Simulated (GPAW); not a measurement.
# In2STe monolayer: work function by functional and basis

Aim: the work function of both faces of In2STe monolayer, and its spread over functionals and bases. Where a layer proves gapped, the work function hangs on where the smearing puts the Fermi level, and the band edges take its place.

Main program and level: GPAW 26.7.0; GPAW, PAW setups; layer in a repeated cell with vacuum, relaxation of atoms and in-plane cell, in the first sound run; inputs show where later runs differ.

## Step 1: The structure

The cell holds 4 atoms: 1 Te, 2 In and 1 S. Cell: a = 4.157 Å, b = 4.157 Å, c = 23.038 Å, α = 90.0°, β = 90.0°, γ = 120.0°. Vacuum lies along c.

Structure file:

```
Te In S
1.0
     4.15740    0.00000    0.00000
    -2.07870    3.60041    0.00000
     0.00000    0.00000   23.03820
Te In S
1 2 1
Cartesian
  0.0000 2.4003 9.0000
  0.0000 0.0000 10.4992
  0.0000 0.0000 13.3392
  0.0000 2.4003 14.0382
```

## Step 2: Relaxing the atoms

The atoms are relaxed first, since the surface dipole, and with it the work function, follows the positions of the outer layers.

The input, run.py:

```python
import json
import numpy as np
from ase import Atoms
from ase.filters import FrechetCellFilter
from ase.optimize import BFGS
from gpaw import GPAW, PW

slab = Atoms(
    ['Te', 'In', 'In', 'S'],
    positions=[
        [-0.00000, 2.40028, 9.00000],
        [0.00000, 0.00000, 10.49919],
        [0.00000, 0.00000, 13.33919],
        [-0.00000, 2.40028, 14.03824]],
    cell=[[4.1574, 0.0, 0.0], [-2.0787, 3.60041, 0.0], [0.0, 0.0, 23.0382]],
    pbc=[True, True, True])

slab.calc = GPAW(mode=PW(600), xc='PBE', kpts={'size': (9, 9, 1), 'gamma': True},
                 occupations={'name': 'fermi-dirac', 'width': 0.05}, nbands='160%',
                 convergence={'density': 1e-05}, maxiter=200,
                 symmetry={'tolerance': 1e-3}, txt='slab.txt')
result = {}
# The in-plane cell is free; stress needs a cell that repeats along all three vectors
path = []
opt = BFGS(FrechetCellFilter(slab, mask=[1, 1, 0, 0, 0, 1]), maxstep=0.2)
opt.attach(lambda: path.append((slab.get_potential_energy(), slab.positions.tolist(), slab.get_forces().tolist())))
result['relaxed'] = bool(opt.run(fmax=0.02, steps=45))
result['path'] = path
result['cell'] = slab.cell.tolist()
print('in-plane lattice', slab.cell.cellpar().round(4)[[0, 1, 5]])
energy = slab.get_potential_energy()
fermi = slab.calc.get_fermi_level()
v = slab.calc.get_electrostatic_potential().mean((0, 1)) - fermi
n = slab.calc.get_pseudo_density().mean((0, 1))
L = slab.cell[2, 2]
z = np.arange(len(v)) * L / len(v)
low, high = slab.positions[:, 2].min(), slab.positions[:, 2].max()
below, above = np.interp([low - 6.8, high + 6.8], z, v)
slopes = [np.interp(x, z, np.gradient(v, z)) for x in (low - 6.8, high + 6.8)]
eps = np.array([[slab.calc.get_eigenvalues(k, s) for k in range(len(slab.calc.get_ibz_k_points()))]
                for s in range(slab.calc.get_number_of_spins())]) - fermi
top, bottom = eps[eps < 0].max(), eps[eps > 0].min()
dipole = slab.get_dipole_moment()[2]
print(f'energy {energy:.4f} eV, Fermi level {fermi:.4f} eV, dipole {dipole:.5f} e A')
print(f'potential 6.8 A off the faces, from the Fermi level: lower {below:.4f} eV, upper {above:.4f} eV')
print(f'slope of the potential there: lower {slopes[0]:.5f}, upper {slopes[1]:.5f} eV/A')
print(f'nearest levels on the mesh: {top:.4f} and {bottom:.4f} eV')
print('magnetic moment', round(slab.get_magnetic_moment(), 3))
result.update(energy=energy, fermi=fermi, dipole=dipole, below=below, above=above, slopes=slopes, edges=[top, bottom],
              z=z.tolist(), v=v.tolist(), n=n.tolist(), positions=slab.positions.tolist(),
              forces=slab.get_forces(apply_constraint=False).tolist(), moments=slab.get_magnetic_moments().tolist())
json.dump(result, open('result.json', 'w'))
```

Run with:

```console
$ OMP_NUM_THREADS=1 OPENBLAS_NUM_THREADS=1 python run.py
```

The program printed:

```text
Step          Energy          fmax
BFGS:    0      -14.238630        1.234035
BFGS:    1      -14.288746        1.096029
BFGS:    2      -14.423628        0.608119
BFGS:    3      -14.430573        0.452802
BFGS:    4      -14.442723        0.230246
BFGS:    5      -14.446016        0.242750
BFGS:    6      -14.448587        0.269469
BFGS:    7      -14.452932        0.256330
BFGS:    8      -14.458770        0.174872
BFGS:    9      -14.463166        0.093495
BFGS:   10      -14.464453        0.060023
BFGS:   11      -14.464691        0.052893
BFGS:   12      -14.464920        0.055900
BFGS:   13      -14.465192        0.042317
BFGS:   14      -14.465347        0.020402
BFGS:   15      -14.465382        0.005110
in-plane lattice [  4.146   4.146 120.   ]
energy -14.4654 eV, Fermi level -1.5199 eV, dipole -0.06138 e A
potential 6.8 A off the faces, from the Fermi level: lower 4.9361 eV, upper 5.0678 eV
slope of the potential there: lower -0.03223, upper -0.03227 eV/A
nearest levels on the mesh: -0.4670 and 0.4285 eV
magnetic moment 0.0
```

The job ended after 22 min (1 thread of Arm Neoverse V1, shared host; peak memory 0.54 GiB).

Numbers from this step:

```
dipole along the normal                    : -0.06138 e·Å
levels nearest the Fermi level on the mesh : -0.4670, 0.4285 eV from the Fermi level
```

The electrostatic potential energy of an electron (without an applied field's), less the Fermi level, planar mean oscillates, so the rows of the table below give means over windows of 1 Å about each position, cut where the curve ends. Its maxima inside the range that stand out by 2 % of the span (Å: eV): 9.7: -5.49, 11.9: 2.37, 13.8: -8.86. Its minima: 9.0: -14.3, 10.4: -11.8, 13.3: -12.2, 14.2: -11.8.

Table of electrostatic potential energy of an electron (without an applied field's), less the Fermi level, planar mean by z; means over each step:

z (Å), electrostatic potential energy of an electron (without an applied field's), less the Fermi level, planar mean (eV) and a bar from the least value:
```
        0        5.0 ##############################
        1        5.0 ##############################
        2        4.9 ##############################
        3        4.9 #############################
        4        4.9 #############################
        5        4.8 #############################
        6        4.8 #############################
        7        4.5 #############################
        8        0.2 #####################
        9      -11.3 
       10       -8.3 #####
       11       -4.0 #############
       12        1.6 #######################
       13       -8.2 ######
       14      -10.1 ##
       15        0.4 #####################
       16        5.0 ##############################
       17        5.2 ##############################
       18        5.2 ##############################
       19        5.1 ##############################
       20        5.1 ##############################
       21        5.1 ##############################
       22        5.0 ##############################
```

The pseudo valence density, planar mean by z:

z (Å), pseudo valence density, planar mean (e/Å³) and a bar:
```
      5.0      0.000 
      5.5      0.000 
      6.0      0.001 
      6.5      0.002 
      7.0      0.010 
      7.5      0.038 #
      8.0      0.130 #####
      8.5      0.214 #######
      9.0      0.118 ####
      9.5      0.316 ###########
     10.0      0.496 #################
     10.5      0.864 ##############################
     11.0      0.261 #########
     11.5      0.091 ###
     12.0      0.077 ###
     12.5      0.171 ######
     13.0      0.677 #######################
     13.5      0.759 ##########################
     14.0      0.394 ##############
     14.5      0.275 ##########
     15.0      0.158 #####
     15.5      0.042 #
     16.0      0.009 
     16.5      0.002 
     17.0      0.000 
     17.5      0.000 
     18.0      0.000
```

The relaxation lowered the energy of the cell by 0.227 eV (energies extrapolated to zero smearing; the optimiser's log prints free energies). The largest force left on a free atom is 0.0051 eV/Å.

## Step 3: Plane waves, PBE

The work function is the vacuum plateau of the electrostatic potential less the Fermi level; a dipole layer lets the two faces have plateaus of their own.

This step: GPAW, PAW setups; slab in vacuum (GPAW 26.7.0).

The cell differs from the one that the last finished run ended in (c 23.038 → 23.354 Å).

Changes to run.py since step 2:

```diff
@@ -3,4 +3,2 @@
 from ase import Atoms
-from ase.filters import FrechetCellFilter
-from ase.optimize import BFGS
 from gpaw import GPAW, PW
@@ -10,22 +8,15 @@
     positions=[
-        [-0.00000, 2.40028, 9.00000],
-        [0.00000, 0.00000, 10.49919],
-        [0.00000, 0.00000, 13.33919],
-        [-0.00000, 2.40028, 14.03824]],
-    cell=[[4.1574, 0.0, 0.0], [-2.0787, 3.60041, 0.0], [0.0, 0.0, 23.0382]],
-    pbc=[True, True, True])
+        [-0.00000, 2.39367, 9.00000],
+        [-0.00000, 0.00000, 10.49765],
+        [-0.00000, -0.00000, 13.31321],
+        [-0.00000, 2.39367, 14.35413]],
+    cell=[[4.14596, 0.0, 0.0], [-2.07298, 3.5905, 0.0], [0.0, 0.0, 23.3541]],
+    pbc=[True, True, False])
 
-slab.calc = GPAW(mode=PW(600), xc='PBE', kpts={'size': (9, 9, 1), 'gamma': True},
+slab.calc = GPAW(mode=PW(400), xc='PBE', kpts={'size': (9, 9, 1), 'gamma': True},
                  occupations={'name': 'fermi-dirac', 'width': 0.05}, nbands='160%',
                  convergence={'density': 1e-05}, maxiter=200,
+                 poissonsolver={'dipolelayer': 'xy'},
                  symmetry={'tolerance': 1e-3}, txt='slab.txt')
 result = {}
-# The in-plane cell is free; stress needs a cell that repeats along all three vectors
-path = []
-opt = BFGS(FrechetCellFilter(slab, mask=[1, 1, 0, 0, 0, 1]), maxstep=0.2)
-opt.attach(lambda: path.append((slab.get_potential_energy(), slab.positions.tolist(), slab.get_forces().tolist())))
-result['relaxed'] = bool(opt.run(fmax=0.02, steps=45))
-result['path'] = path
-result['cell'] = slab.cell.tolist()
-print('in-plane lattice', slab.cell.cellpar().round(4)[[0, 1, 5]])
 energy = slab.get_potential_energy()
```

The program printed:

```text
energy -14.1538 eV, Fermi level -1.5735 eV, dipole -0.04210 e A
potential 6.8 A off the faces, from the Fermi level: lower 4.7569 eV, upper 5.2661 eV
slope of the potential there: lower -0.00002, upper 0.00002 eV/A
nearest levels on the mesh: -0.4684 and 0.4300 eV
magnetic moment 0.0
```

Wall time 45 s (1 thread); peak memory 0.25 GiB.

This step gave:

- dipole along the normal: -0.04210 e·Å
- levels nearest the Fermi level on the mesh: -0.4684, 0.4300 eV from the Fermi level
- upper work function: 5.266 eV
- lower work function: 4.757 eV
- upper ionisation energy: 5.735 eV

The electrostatic potential energy of an electron (without an applied field's), less the Fermi level, planar mean oscillates, so the rows of the table below give means over windows of 1 Å about each position, cut where the curve ends. Its maxima inside the range that stand out by 2 % of the span (Å: eV): 9.8: -5.56, 11.9: 2.38, 13.8: -8.88. Its minima: 9.0: -14.2, 10.5: -11.8, 13.3: -12.1, 14.3: -11.7.

The electrostatic potential energy of an electron (without an applied field's), less the Fermi level, planar mean by z; means over each step:

```
z (Å)  electrostatic potential energy of an electron (without an applied field's), less the Fermi level, planar mean (eV)
    0                                                                                                                4.85
    1                                                                                                                4.76
    2                                                                                                                4.76
    3                                                                                                                4.76
    4                                                                                                                4.76
    5                                                                                                                4.76
    6                                                                                                                4.74
    7                                                                                                                4.51
    8                                                                                                               0.951
    9                                                                                                               -11.2
   10                                                                                                               -7.96
   11                                                                                                               -4.98
   12                                                                                                                1.69
   13                                                                                                               -7.45
   14                                                                                                               -10.2
   15                                                                                                              -0.517
   16                                                                                                                4.94
   17                                                                                                                5.25
   18                                                                                                                5.27
   19                                                                                                                5.27
   20                                                                                                                5.27
   21                                                                                                                5.27
   22                                                                                                                5.27
   23                                                                                                                5.23
```

The pseudo valence density, planar mean oscillates, so the rows of the table below give means over windows of 1 Å about each position, cut where the curve ends. Its maxima inside the range that stand out by 2 % of the span (Å: e/Å³): 8.4: 0.221, 10.4: 0.877, 13.4: 0.942. Its minima: 9.1: 0.112, 11.9: 0.0726.

The pseudo valence density, planar mean by z; means over each step:

z (Å), pseudo valence density, planar mean (e/Å³) and a bar:
```
        5      0.000 
        6      0.001 
        7      0.011 #
        8      0.119 ######
        9      0.180 ##########
       10      0.523 ############################
       11      0.409 ######################
       12      0.091 #####
       13      0.558 ##############################
       14      0.467 #########################
       15      0.176 #########
       16      0.018 #
       17      0.001 
       18      0.000
```

The layer is gapped, so the Fermi level lies somewhere inside the gap, set by smearing and numerics, and these work functions are no property of the material; the band edges below the vacuum level are. The potential is flat to 2.3e-5 eV/Å where it is read, so the vacuum is wide enough.

## Step 4: Self-consistent run: xc = "revPBE"

The same geometry under revPBE, to see how far the functional moves the levels against the vacuum.

Changes to run.py since step 3:

```diff
@@ -15,3 +15,3 @@
 
-slab.calc = GPAW(mode=PW(400), xc='PBE', kpts={'size': (9, 9, 1), 'gamma': True},
+slab.calc = GPAW(mode=PW(400), xc='revPBE', kpts={'size': (9, 9, 1), 'gamma': True},
                  occupations={'name': 'fermi-dirac', 'width': 0.05}, nbands='160%',
```

The program printed:

```text
energy -13.1361 eV, Fermi level -1.4567 eV, dipole -0.04167 e A
potential 6.8 A off the faces, from the Fermi level: lower 4.6430 eV, upper 5.1470 eV
slope of the potential there: lower -0.00002, upper 0.00002 eV/A
nearest levels on the mesh: -0.5056 and 0.4670 eV
magnetic moment 0.0
```

Elapsed: 45 s, on 1 thread; peak memory 0.25 GiB.

Numbers from this step:

```
dipole along the normal                    : -0.04167 e·Å
levels nearest the Fermi level on the mesh : -0.5056, 0.4670 eV from the Fermi level
upper work function                        : 5.147 eV
lower work function                        : 4.643 eV
upper ionisation energy                    : 5.653 eV
```

The electrostatic potential energy of an electron (without an applied field's), less the Fermi level, planar mean oscillates, so the rows of the table below give means over windows of 1 Å about each position, cut where the curve ends. Its maxima inside the range that stand out by 2 % of the span (Å: eV): 9.8: -5.67, 11.9: 2.23, 13.8: -8.99. Its minima: 9.0: -14.3, 10.5: -11.9, 13.3: -12.3, 14.3: -11.8.

The electrostatic potential energy of an electron (without an applied field's), less the Fermi level, planar mean by z; means over each step:

z (Å), electrostatic potential energy of an electron (without an applied field's), less the Fermi level, planar mean (eV) and a bar from the least value:
```
        0        4.7 #############################
        1        4.6 #############################
        2        4.6 #############################
        3        4.6 #############################
        4        4.6 #############################
        5        4.6 #############################
        6        4.6 #############################
        7        4.4 #############################
        8        0.9 ######################
        9      -11.3 
       10       -8.1 ######
       11       -5.1 ###########
       12        1.5 #######################
       13       -7.6 #######
       14      -10.4 ##
       15       -0.6 ###################
       16        4.8 #############################
       17        5.1 ##############################
       18        5.1 ##############################
       19        5.1 ##############################
       20        5.1 ##############################
       21        5.1 ##############################
       22        5.1 ##############################
       23        5.1 ##############################
```

The pseudo valence density, planar mean oscillates, so the rows of the table below give means over windows of 1 Å about each position, cut where the curve ends. Its maxima inside the range that stand out by 2 % of the span (Å: e/Å³): 8.4: 0.221, 10.4: 0.878, 13.4: 0.943. Its minima: 9.1: 0.112, 11.9: 0.0728.

Table of pseudo valence density, planar mean by z; means over each step:

z (Å), pseudo valence density, planar mean (e/Å³) and a bar:
```
        5      0.000 
        6      0.001 
        7      0.011 #
        8      0.119 ######
        9      0.180 ##########
       10      0.523 ############################
       11      0.409 ######################
       12      0.091 #####
       13      0.558 ##############################
       14      0.467 #########################
       15      0.176 #########
       16      0.017 #
       17      0.001 
       18      0.000
```

Force by atom:

| atom | x (eV/Å) | y (eV/Å) | z (eV/Å) | size |
| --- | --- | --- | --- | --- |
| Te1 | 0.000 | 0.000 | -0.144 | 0.144 |
| In2 | 0.000 | 0.000 | 0.020 | 0.020 |
| In3 | 0.000 | 0.000 | 0.017 | 0.017 |
| S4 | 0.000 | 0.000 | 0.106 | 0.106 |

The highest filled level lies 0.506 eV under the Fermi level, so the ionisation energy from the upper face is 5.147 + 0.506 = 5.653 eV, against 5.735 eV in the base run.

## Step 5: Self-consistent run: xc = "LDA"

The same geometry under LDA, to see how far the functional moves the levels against the vacuum.

Changes to run.py since step 4:

```diff
@@ -15,3 +15,3 @@
 
-slab.calc = GPAW(mode=PW(400), xc='revPBE', kpts={'size': (9, 9, 1), 'gamma': True},
+slab.calc = GPAW(mode=PW(400), xc='LDA', kpts={'size': (9, 9, 1), 'gamma': True},
                  occupations={'name': 'fermi-dirac', 'width': 0.05}, nbands='160%',
```

The program printed:

```text
energy -16.3272 eV, Fermi level -1.8961 eV, dipole -0.04172 e A
potential 6.8 A off the faces, from the Fermi level: lower 5.0536 eV, upper 5.5581 eV
slope of the potential there: lower -0.00002, upper 0.00002 eV/A
nearest levels on the mesh: -0.3910 and 0.3525 eV
magnetic moment 0.0
```

Elapsed: 43 s, on 1 thread; peak memory 0.25 GiB.

This step gave:

- dipole along the normal: -0.04172 e·Å
- levels nearest the Fermi level on the mesh: -0.3910, 0.3525 eV from the Fermi level
- upper work function: 5.558 eV
- lower work function: 5.054 eV
- upper ionisation energy: 5.949 eV

The highest filled level lies 0.391 eV under the Fermi level, so the ionisation energy from the upper face is 5.558 + 0.391 = 5.949 eV, against 5.735 eV in the base run.

(Continued in part 2 of 2.)

[Logs are printed without paths, hosts, clocks, repeated set-up lines and the standing remarks that a program may print on its own settings, such as how far it seeks lower states.]

[Hosts, paths, dates, database ids (printed as entryN), source tags and the programs' standing remarks are cut or masked in the printed files.]
